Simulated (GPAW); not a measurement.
# Magnetic state of Fe2 V7 Fe2 001 from several starts, part 2 of 2

Wanted: the moments of Fe2 V7 Fe2 001 and the energy of each order that was tried.

GPAW 26.7.0; PBE; plane waves with GPAW's PAW setups, scalar-relativistic.

So far. Step 2 (Start 1: ferro ++++): After 76 cycles the largest moment stands at 2.94 μB.

## (3) Start 2: antiferro ++--

Reversing part of the moments tests the sign of the couplings between them.

order2.py reads:

```python
import json
import numpy as np
from ase import Atoms
from ase.parallel import paropen, parprint
from gpaw import GPAW

atoms = Atoms(['Fe', 'Fe', 'V', 'V', 'V', 'V', 'V', 'V', 'V', 'Fe', 'Fe'],
    cell=[[3.024, 0.0, 0.0],
         [0.0, 3.024, 0.0],
         [0.0, 0.0, 26.4578]],
    scaled_positions=[[0.0, 0.0, 0.226777],
         [0.5, 0.5, 0.275548],
         [0.0, 0.0, 0.328515],
         [0.5, 0.5, 0.385676],
         [0.0, 0.0, 0.442838],
         [0.5, 0.5, 0.5],
         [0.0, 0.0, 0.557162],
         [0.5, 0.5, 0.614324],
         [0.0, 0.0, 0.671485],
         [0.5, 0.5, 0.724452],
         [0.0, 0.0, 0.773223]],
    pbc=True,
    magmoms=[2.6, 2.6, 0.0, 0.0, 0.0, 0.0, 0.0, 0.0, 0.0, -2.6, -2.6])
atoms.calc = GPAW(mode={'name': 'pw', 'ecut': 450},
    xc='PBE',
    kpts={'size': (20, 20, 1), 'gamma': True},
    occupations={'name': 'fermi-dirac', 'width': 0.05},
    convergence={'density': 1e-05, 'energy': 1e-05},
    maxiter=250,
    mixer={'name': 'pulay', 'beta': 0.03, 'nmaxold': 8, 'weight': 100},
    symmetry={'tolerance': 1e-4},
    txt='order2.txt')
e = atoms.get_potential_energy(force_consistent=True)
res = {'free_energy': e, 'energy_sigma0': atoms.get_potential_energy(), 'fermi_energy': atoms.calc.get_fermi_level()}
res['moments'] = atoms.get_magnetic_moments().tolist()
res['total'] = atoms.get_magnetic_moment()
parprint('site moments (muB):', np.round(res['moments'], 3))
parprint(f"total moment: {res['total']:.3f} muB")
parprint(f'free energy: {e:.6f} eV')
atoms.calc.write('order2.gpw')
with paropen('results.json', 'w') as f:
    json.dump(res, f)
```

The run is started by

```sh
$ OMP_NUM_THREADS=1 mpirun -n 8 gpaw python order2.py > order2.log
```

Numbers of over 12 decimals in the logs are rounded to 6 here.

What it wrote:

```text
site moments (muB): [ 2.945  1.965 -0.461 -0.036  0.015 -0.    -0.015  0.036  0.461 -1.965
 -2.945]
total moment: 0.000 muB
free energy: -93.115805 eV

--- order2.txt ---
Input parameters:
  mode=PW(ecut=450),
  convergence={'density': 1e-05, 'energy': 1e-05},
  kpts=MonkhorstPack(size=(20, 20, 1), gamma=True),
  maxiter=250,
  mixer=Pulay(name='pulay', nmaxold=8, beta=0.03, weight=100, sigma=0.015, g_ss=None),
  occupations=Occupations(name='fermi-dirac', width=0.05),
  symmetry=Symmetry(tolerance=0.0001),
  xc=XC(name='PBE')

Diagonalizing LCAO Hamiltonian
Converting LCAO to pw mode
   .------.
  /|      |
 * |      |
 | |      |
 | |      |
 | |      |
 | |      |
 | |      |
 | |      |
 Fe|      |
 | | Fe   |
 | |      |
 | |      |
 V | V    |
 | |      |
 | |      |
 V |      |
 | | V    |
 | |      |
 | |      |
 V |      |
 | | V    |
 | |      |
 V |      |
 | | Fe   |
 | |      |
 | |      |
 Fe|      |
 | |      |
 | |      |
 | |      |
 | |      |
 | .------.
 |/      /
 *------*

Atoms  # Å, Bohr magnetons
|    | symbol |        x |        y |         z |    initial magnetic moments |
|----|--------|----------|----------|-----------|-----------------------------|
|  0 |     Fe | 0.000000 | 0.000000 |  6.000021 | ( 0.0000,  0.0000,  2.6000) |
|  1 |     Fe | 1.512000 | 1.512000 |  7.290394 | ( 0.0000,  0.0000,  2.6000) |
|  2 |      V | 0.000000 | 0.000000 |  8.691784 | ( 0.0000,  0.0000,  0.0000) |
|  3 |      V | 1.512000 | 1.512000 | 10.204138 | ( 0.0000,  0.0000,  0.0000) |
|  4 |      V | 0.000000 | 0.000000 | 11.716519 | ( 0.0000,  0.0000,  0.0000) |
|  5 |      V | 1.512000 | 1.512000 | 13.228900 | ( 0.0000,  0.0000,  0.0000) |
|  6 |      V | 0.000000 | 0.000000 | 14.741281 | ( 0.0000,  0.0000,  0.0000) |
|  7 |      V | 1.512000 | 1.512000 | 16.253662 | ( 0.0000,  0.0000,  0.0000) |
|  8 |      V | 0.000000 | 0.000000 | 17.766016 | ( 0.0000,  0.0000,  0.0000) |
|  9 |     Fe | 1.512000 | 1.512000 | 19.167406 | ( 0.0000,  0.0000, -2.6000) |
| 10 |     Fe | 0.000000 | 0.000000 | 20.457779 | ( 0.0000,  0.0000, -2.6000) |

Unit cell  # Å
| periodic |        x |        y |         z |   lengths |    angles |
|----------|----------|----------|-----------|-----------|-----------|
|      yes | 3.024000 | 0.000000 |  0.000000 |  3.024000 | 90.000000 |
|      yes | 0.000000 | 3.024000 |  0.000000 |  3.024000 | 90.000000 |
|      yes | 0.000000 | 0.000000 | 26.457800 | 26.457800 | 90.000000 |

Number of symmetries: 8

BZ-sampling:
  Number of BZ points: 400
  Number of IBZ points: 66

  Monkhorst-Pack size: [20, 20, 1]
  Monkhorst-Pack shift: [0.025, 0.025, 0.0]

Plane wave coefficients: 5307
Cutoff: 450.000000 eV

Spin-components: 2 (collinear spins)
Bands:           78
Projectors:      66
Spin-degeneracy: 1
Datatype:        complex128

Parallelization:
  kpt:    8
  domain: 1
  band:   1

Density:
  Valence electrons: 123.0
  Components: 2
  Grid points: [ 15  15 135]
  Charge: 0.0  # |e|

Potential:
  Grid points: [ 15  15 135]

[... setups left out ...]
Reference energy: -319221.287334  # eV

eigensolver:
  PPCG
  Converge bands: occupied
  niter=2

density mixing:
  Pulay-Mixer
  Linear mixing parameters: 0.03
  Old densities: 8
  Fourier metric: weight=100, sigma=0.015

occupation numbers:
  Fermi-Dirac:
    width: 0.0500  # eV

poisson solver:
  ecut: 3600.000000  # eV

xc functional:
  name: PBE with 2 nearest neighbor stencil

convergence criteria:
- Maximum integral of absolute [dens]ity change: 1e-05 electrons / valence electron
- Maximum [total energy] change in last 3 cyles: 1e-05 eV / valence electron
- Maximum integral of absolute [eigenst]ate change: 4e-08 eV^2 / valence electron
maximum number of iterations: 250

SCF iterations
|iter     |      energy | eigst |  dens |  magmom |
|---------|-------------|-------|-------|---------|
|iter:   1|       0s | -105.273088 | +0.72 |       |  +0.0000|
|iter:   2|      12s | -123.641953 | +0.73 | -0.88 |  -0.0000|
|iter:   3|      25s |  -95.855994 | +0.09 | -0.62 |  +0.0000|
|iter:   4|      38s |  -95.370535 | -0.72 | -1.01 |  +0.0000|
|iter:   5|      50s |  -94.432740 | -1.14 | -1.07 |  -0.0000|
|iter:   6|      63s |  -93.427884 | -0.75 | -1.12 |  +0.0000|
|iter:   7|      76s |  -92.920468 | -1.00 | -1.20 |  +0.0000|
|iter:   8|      88s |  -92.731086 | -1.42 | -1.29 |  +0.0000|
|iter:   9|     101s |  -92.664210 | -1.74 | -1.42 |  -0.0000|
|iter:  10|     114s |  -92.637443 | -2.37 | -1.48 |  +0.0000|
[... 67 iterations left out ...]
|iter:  78|     939s |  -93.056432c| -7.60c| -4.70 |  +0.0000|
|iter:  79|     945s |  -93.056433c| -7.63c| -4.79 |  +0.0000|
|iter:  80|     951s |  -93.056432c| -7.66c| -4.87 |  +0.0000|
|iter:  81|     957s |  -93.056432c| -7.74c| -4.88 |  +0.0000|
|iter:  82|     963s |  -93.056432c| -7.68c| -4.90 |  +0.0000|
|iter:  83|     969s |  -93.056432c| -7.66c| -4.91 |  +0.0000|
|iter:  84|     975s |  -93.056432c| -7.55c| -4.89 |  +0.0000|
|iter:  85|     981s |  -93.056432c| -7.74c| -4.93 |  +0.0000|
|iter:  86|     987s |  -93.056432c| -7.64c| -4.98 |  +0.0000|
|iter:  87|     993s |  -93.056432c| -7.97c| -5.03c|  +0.0000|

Converged in 87 steps
Energy contributions relative to reference atoms: (reference = -319221.287334)

Energy contributions:
  Kinetic:          -0.345352
  Coulomb:          -4.503801
  Zero:              1.536213
  External:          0.000000
  Xc:              -89.684119
  Entropy:          -0.118745
  Spinorbit:         0.000000
  ----------------------------
  Free energy:     -93.115805
  Extrapolated:    -93.056432

dipole moment: (-44.012342, -44.012342, -0.000520)  # |e|*Ang

Total magnetic moment: (0.000000, 0.000000, 0.000002)

Local magnetic moments
|        x |        y |         z |
|----------|----------|-----------|
| 0.000000 | 0.000000 |  2.945264 |  # Fe   0
| 0.000000 | 0.000000 |  1.965415 |  # Fe   1
| 0.000000 | 0.000000 | -0.461023 |  # V    2
| 0.000000 | 0.000000 | -0.036283 |  # V    3
| 0.000000 | 0.000000 |  0.015436 |  # V    4
| 0.000000 | 0.000000 | -0.000001 |  # V    5
| 0.000000 | 0.000000 | -0.015436 |  # V    6
| 0.000000 | 0.000000 |  0.036287 |  # V    7
| 0.000000 | 0.000000 |  0.461021 |  # V    8
| 0.000000 | 0.000000 | -1.965413 |  # Fe   9
| 0.000000 | 0.000000 | -2.945264 |  # Fe  10

Fermi level: 4.200
Eigenvalues  # (at kpt = [-0.000, -0.000, 0.000])
| band index |      eig [eV] | occ [0-1] |      eig [eV] | occ [0-1] |
|------------|---------------|-----------|---------------|-----------|
|          0 |       -60.014 |     1.000 |       -60.014 |     1.000 |
|        ... |               |           |               |           |
|         48 |         2.760 |     1.000 |         2.760 |     1.000 |
|         49 |         2.760 |     1.000 |         2.760 |     1.000 |
|         50 |         3.010 |     1.000 |         3.010 |     1.000 |
|         51 |         3.281 |     1.000 |         3.281 |     1.000 |
|         52 |         3.738 |     1.000 |         3.738 |     1.000 |
|         53 |         3.756 |     1.000 |         3.756 |     1.000 |
|         54 |         3.944 |     0.994 |         3.944 |     0.994 |
|         55 |         3.944 |     0.994 |         3.944 |     0.994 |
|         56 |         4.253 |     0.256 |         4.253 |     0.256 |
|         57 |         4.253 |     0.256 |         4.253 |     0.256 |
|         58 |         4.418 |     0.013 |         4.418 |     0.013 |
|         59 |         4.570 |     0.001 |         4.570 |     0.001 |
|         60 |         4.594 |     0.000 |         4.594 |     0.000 |
|         61 |         4.594 |     0.000 |         4.594 |     0.000 |
|         62 |         4.645 |     0.000 |         4.645 |     0.000 |
|         63 |         4.645 |     0.000 |         4.645 |     0.000 |
|        ... |               |           |               |           |
|         77 |         6.212 |     0.000 |         6.212 |     0.000 |

No gap
No difference between direct/indirect transitions
```

The job ended after 17 min (8 MPI ranks of Arm Neoverse V1, shared host; peak memory 2.8 GiB).

Spin moment in the augmentation sphere by atom:

```
atom  spin moment in the augmentation sphere (μB)
 Fe1                                         2.95
 Fe2                                         1.97
  V3                                        -0.46
  V4                                        -0.04
  V5                                         0.02
  V6                                         0.00
  V7                                        -0.02
  V8                                         0.04
  V9                                         0.46
Fe10                                        -1.97
Fe11                                        -2.95
```

Read from the output:

* magnetization: 0 μB
* final state: antiferromagnetic

It lies 1.05 meV a seeded atom under the first start, and its largest moment is 2.95 μB against 2.94 μB.

## (4) Order 3, typed as no spin polarisation

A run without seeds gives the energy of the state without moments.

nospin.py is the script of step 3 with these lines changed:

```diff
@@ -21,4 +21,3 @@
          [0.0, 0.0, 0.773223]],
-    pbc=True,
-    magmoms=[2.6, 2.6, 0.0, 0.0, 0.0, 0.0, 0.0, 0.0, 0.0, -2.6, -2.6])
+    pbc=True)
 atoms.calc = GPAW(mode={'name': 'pw', 'ecut': 450},
@@ -31,11 +30,7 @@
     symmetry={'tolerance': 1e-4},
-    txt='order2.txt')
+    txt='nospin.txt')
 e = atoms.get_potential_energy(force_consistent=True)
 res = {'free_energy': e, 'energy_sigma0': atoms.get_potential_energy(), 'fermi_energy': atoms.calc.get_fermi_level()}
-res['moments'] = atoms.get_magnetic_moments().tolist()
-res['total'] = atoms.get_magnetic_moment()
-parprint('site moments (muB):', np.round(res['moments'], 3))
-parprint(f"total moment: {res['total']:.3f} muB")
 parprint(f'free energy: {e:.6f} eV')
-atoms.calc.write('order2.gpw')
+atoms.calc.write('nospin.gpw')
 with paropen('results.json', 'w') as f:
```

The run is started by

```sh
$ OMP_NUM_THREADS=1 mpirun -n 8 gpaw python nospin.py > nospin.log
```

What it wrote:

```text
free energy: -90.698361 eV

--- nospin.txt ---
Input parameters:
  mode=PW(ecut=450),
  convergence={'density': 1e-05, 'energy': 1e-05},
  kpts=MonkhorstPack(size=(20, 20, 1), gamma=True),
  maxiter=250,
  mixer=Pulay(name='pulay', nmaxold=8, beta=0.03, weight=100, sigma=0.015, g_ss=None),
  occupations=Occupations(name='fermi-dirac', width=0.05),
  symmetry=Symmetry(tolerance=0.0001),
  xc=XC(name='PBE')

[...]
|        ... |               |           |
|         50 |         2.906 |     2.000 |
|         51 |         3.357 |     2.000 |
|         52 |         3.498 |     1.999 |
|         53 |         3.498 |     1.999 |
[...]
|         63 |         4.228 |     0.001 |
|         64 |         4.228 |     0.001 |
|         65 |         4.393 |     0.000 |
|        ... |               |           |
|         77 |         5.727 |     0.000 |

No gap
No difference between direct/indirect transitions

[key lines of the parts left out:]
Free energy:     -90.698361
Converged in 45 steps
dipole moment: (-44.014145, -44.014145, -0.000520)  # |e|*Ang
Fermi level: 3.859
```

Elapsed: 5 min, on 8 MPI ranks; peak memory 2.4 GiB.

Read from the output:

```
final state : non-magnetic (no spin polarisation)
```

It lies 603 meV a seeded atom over the first start.

## (5) Ranking

These are free energies at a smearing of 0.05 eV, so its entropy term is in the differences. They are divided by the number of seeded atoms, so that cells of unlike size compare.

Orders:

```
               start        final state  typed order kept  energy over the lowest (meV a seeded atom)  largest site moment (μB)  net moment (μB a primitive cell)  mesh matched  CPU time (s)
          ferro ++++      ferrimagnetic               yes                                       1.047                     2.945                             8.946           yes          7467
      antiferro ++--  antiferromagnetic               yes                                           0                     2.945                                 0           yes          8134
no spin polarisation       non-magnetic                 -                                       604.4                         0                                 0           yes          2382
```

## (6) Outcome

```
lowest state found                 : antiferromagnetic (typed antiferro ++--)
largest site moment                : 2.95 μB
next state                         : ferrimagnetic, 1.05 meV a seeded atom higher
energy gained by spin polarisation : 604 meV a seeded atom
```

The lowest state found is antiferromagnetic, reached from the start antiferro ++--, with moments up to 2.95 μB. The two lowest states lie so close that the mesh, the functional or spin–orbit coupling could swap them. This is the lowest of 3 finished starts, no proof of the ground state.

[Logs and program files are shortened in this print: banners, set-up blocks, solver, clock and traceback lines can be left out without a mark of their own.]

[Logs are printed without paths, hosts, clocks, repeated set-up lines and the standing remarks that a program may print on its own settings, such as how far it seeks lower states.]

[Hosts, paths, dates, database ids (printed as entryN), source tags and the programs' standing remarks are cut or masked in the printed files.]

[Where a cell is said to come from a database of computed structures, the database is the Materials Project.]
